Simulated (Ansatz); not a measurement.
**Kohn anomalies in GaIr (Pm-3m)**

Does GaIr (Pm-3m) have a Kohn anomaly or a soft branch that a wide smearing hides?

Method: DFT PBEsol, scalar-relativistic, plane waves, PAW, in Ansatz 0.2.0.

Most raw output is cut from this account.

### Step 1. Set-up

It takes space group Pm-3m (No. 221, cubic). Conventional cell: a = 3.004 Å, b = 3.004 Å, c = 3.004 Å, α = 90.00°, β = 90.00°, γ = 90.00°. Nearest to Ga lie 8 Ir at 2.60 Å. Nearest to Ir lie 8 Ga at 2.60 Å. Farther neighbours are not listed.

### Step 2. Relaxation

The structure is brought to rest under this functional.

Input file input.yaml:

```yaml
crystal:
  lattice:
    - [3.004, 0.0, 0.0]
    - [0.0, 3.004, 0.0]
    - [0.0, 0.0, 3.004]
  atoms:
    - { symbol: Ga, position: [0.0, 0.0, 0.0] }
    - { symbol: Ir, position: [0.5, 0.5, 0.5] }
kpoints:
  mp_grid: { grid: [10, 10, 10] }
hamiltonian:
  xc: pbesol
scf:
  occupations: { method: gaussian, width: 0.1 }
output:
  forces: true
  stress: true
  eigenvalues: true
relax:
  adjacent_minimum: "off"
  f_tol: 0.005
  max_steps: 80
  cell: { stress_tol: 0.05 }
```

Started as:

```
> ansatz run input.yaml --threads 4 --pin off --max-ram 8192MiB --backend cpu --events-out ev --progress --plain --runs-dir out
```

The job ended after 3.2 s (4 threads of Arm Neoverse V1, shared host; peak memory 0.34 GiB).

Step by step:

```csv
step,energy less that of the first step (eV),largest force component (eV/Å),pressure (GPa),volume (Å³)
1,0.0000,0.0000,3.83,27.11
2,-0.0029,0.0000,-2.09,27.76
3,-0.0046,0.0000,-0.06,27.53
4,-0.0046,0.0000,0.00,27.52
5,-0.0049,0.0000,-0.01,27.52
```

The log counts 1 steps on a newly chosen plane-wave basis, not all of them marked here; energy and pressure can jump at such steps.

```csv
"conventional cell, symmetrised",before,after,change
a (Å),3.004,3.019,+0.5 %
b (Å),3.004,3.019,+0.5 %
c (Å),3.004,3.019,+0.5 %
volume (Å³/atom),13.55,13.76,+1.5 %
```

Final coordinates:

```
Ga Ir
1.0
     3.01916    0.00000    0.00000
     0.00000    3.01916    0.00000
     0.00000    0.00000    3.01916
Ga Ir
1 1
Direct
  0.00000 0.00000 0.00000
  0.50000 0.50000 0.50000
```

Numbers from this step:

| Property | Result |
| --- | --- |
| pressure | -0.006884 GPa |
| volume per atom | 13.76 Å³ |
| metallic on mesh | yes |
| gap on the k-mesh | 0 eV |

The largest force is now zero by symmetry and the largest stress component 0.0069 GPa, small enough for phonons.

### Step 3. Phonons along a line: Fermi–Dirac smearing of 0.1 eV

Each wavevector is solved by itself, so no interpolation smooths a dip of the branch.

Input file input.yaml:

```yaml
crystal:
  lattice:
    - [3.0191639177, 0.0, 0.0]
    - [0.0, 3.0191639177, 0.0]
    - [0.0, 0.0, 3.0191639177]
  atoms:
    - { symbol: Ga, position: [0.0, 0.0, 0.0] }
    - { symbol: Ir, position: [0.5, 0.5, 0.5] }
kpoints:
  mp_grid: { grid: [16, 16, 16] }
hamiltonian:
  xc: pbesol
scf:
  occupations: { method: fermi_dirac, width: 0.1 }
output:
  eigenvalues: true
phonons:
  method: dfpt
  qpoints:
    - [0, 0, 0]
    - [0.0, 0.0625, 0.0]
    - [0.0, 0.1875, 0.0]
    - [0.0, 0.3125, 0.0]
    - [0.0, 0.4375, 0.0]
```

It took 4 min on 4 threads; peak memory 2 GiB.

Each wavevector solved by linear response. The frequency by |q| along the line:

```csv
|q| along the line (Å⁻¹),mode 1 = mode 2 (cm⁻¹),mode 3 (cm⁻¹),mode 4 = mode 5 (cm⁻¹),mode 6 (cm⁻¹)
0.000,0,0,179,179
0.130,14.8,28.9,179,183
0.390,43.3,84.0,177,211
0.650,67.5,128,173,239
0.910,81.1,155,171,254
```

### Step 4. Wavevectors along a line: Fermi–Dirac smearing of 0.25 eV

input.yaml, as its differences from that of step 3:

```diff
@@ -13,3 +13,3 @@
 scf:
-  occupations: { method: fermi_dirac, width: 0.1 }
+  occupations: { method: fermi_dirac, width: 0.25 }
 output:
```

Wider smearing eases the sum over k-points of a metal but moves the result away from its zero-temperature value.

Run time: 4.1 min. Hardware: 4 threads; peak memory 2 GiB; 16 min of CPU time.

Each wavevector solved by linear response. The frequency by |q| along the line:

```csv
|q| along the line (Å⁻¹),mode 1 = mode 2 (cm⁻¹),mode 3 (cm⁻¹),mode 4 = mode 5 (cm⁻¹),mode 6 (cm⁻¹)
0.000,0,0,180,180
0.130,15.2,28.9,180,184
0.390,43.0,81.9,177,208
0.650,65.7,126,174,237
0.910,78.2,151,171,253
```

Against step 3 (now smearing width 0.25 eV), the free energy moves by -30.1 meV an atom.

### Step 5. Wavevectors along a line: Fermi–Dirac smearing of 0.04 eV

The smearing blurs the Fermi surface that screens the phonons; a Fermi–Dirac width is an electronic temperature.

input.yaml, as its differences from that of step 4:

```diff
@@ -13,3 +13,3 @@
 scf:
-  occupations: { method: fermi_dirac, width: 0.25 }
+  occupations: { method: fermi_dirac, width: 0.04 }
 output:
```

Narrower smearing comes nearer the zero-temperature value but asks more of the mesh.

Wall time 4 min (4 threads); peak memory 1.9 GiB; 15 min of CPU time.

Each wavevector solved by linear response. Table of frequency by |q| along the line:

```csv
|q| along the line (Å⁻¹),mode 1 = mode 2 (cm⁻¹),mode 3 (cm⁻¹),mode 4 = mode 5 (cm⁻¹),mode 6 (cm⁻¹)
0.000,0,0,179,179
0.130,14.8,30.6,179,184
0.390,43.2,87.9,177,213
0.650,68.8,130,173,241
0.910,82.2,156,171,255
```

Against step 3 (now smearing width 0.04 eV), the free energy moves by +4.8 meV an atom.

### Step 6. Wavevectors along a line: Methfessel–Paxton smearing of 0.2 eV

The smearing blurs the Fermi surface that screens the phonons; a Methfessel–Paxton width blurs it less than a thermal one.

input.yaml, as its differences from that of step 5:

```diff
@@ -13,3 +13,3 @@
 scf:
-  occupations: { method: fermi_dirac, width: 0.04 }
+  occupations: { method: methfessel_paxton, width: 0.2 }
 output:
```

Wall time 4 min (4 threads); peak memory 2 GiB.

Each wavevector solved by linear response. The frequency by |q| along the line:

```csv
|q| along the line (Å⁻¹),mode 1 = mode 2 (cm⁻¹),mode 3 (cm⁻¹),mode 4 = mode 5 (cm⁻¹),mode 6 (cm⁻¹)
0.000,0,0,179,179
0.130,14.6,28.4,179,183
0.390,43.4,84.4,177,210
0.650,69.0,128,173,238
0.910,81.9,156,171,253
```

Against step 3 (now occupations Methfessel-Paxton and smearing width 0.2 eV), the free energy moves by +6.3 meV an atom.

### Step 7. Smearing and the soft branch

Lowest frequency against |q| along the line:

```csv
|q| along the line (Å⁻¹),"fermi dirac 0.1 eV, k 16x16x16 (cm⁻¹)","fermi dirac 0.25 eV, k 16x16x16 (cm⁻¹)","fermi dirac 0.04 eV, k 16x16x16 (cm⁻¹)","methfessel paxton 0.2 eV, k 16x16x16 (cm⁻¹)"
0.000,0,0,0,0
0.130,14.8,15.2,14.8,14.6
0.390,43.3,43.0,43.2,43.4
0.650,67.5,65.7,68.8,69.0
0.910,81.1,78.2,82.2,81.9
```

### Step 8. Outcome

```json
{
 "phonon run of the rows without a label of their own": "PBEsol, k 16×16×16",
 "lowest branch at the last solved point, Fermi–Dirac 0.1 eV": "81.1 cm⁻¹ at |q| = 0.910 Å⁻¹",
 "lowest branch at the last solved point, Fermi–Dirac 0.25 eV": "78.2 cm⁻¹ at |q| = 0.910 Å⁻¹",
 "lowest branch at the last solved point, Fermi–Dirac 0.04 eV": "82.2 cm⁻¹ at |q| = 0.910 Å⁻¹",
 "lowest branch at the last solved point, Methfessel–Paxton 0.2 eV": "81.9 cm⁻¹ at |q| = 0.910 Å⁻¹"
}
```

In words: No branch softens by more than 4 % of the top frequency as the smearing narrows, so no anomaly that hangs on the smearing shows at these points. The line holds 5 wavevectors, so a narrow dip between them would be missed. Between Fermi–Dirac 0.25 eV and Fermi–Dirac 0.04 eV the largest change, with modes counted by rank of frequency, is in mode 3 at |q| = 0.390 Å⁻¹, from 81.9 to 87.9 cm⁻¹. Where branches cross, a count by rank can hide a softening. At the narrowest width the k mesh may not resolve the Fermi surface, so part of the change can be mesh noise. Spin–orbit coupling, left out here, matters for Ir.

[Logs are printed without paths, hosts, clocks, repeated set-up lines and the standing remarks that a program may print on its own settings, such as how far it seeks lower states.]

[Hosts, paths, dates, database ids (printed as entryN), source tags and the programs' standing remarks are cut or masked in the printed files.]
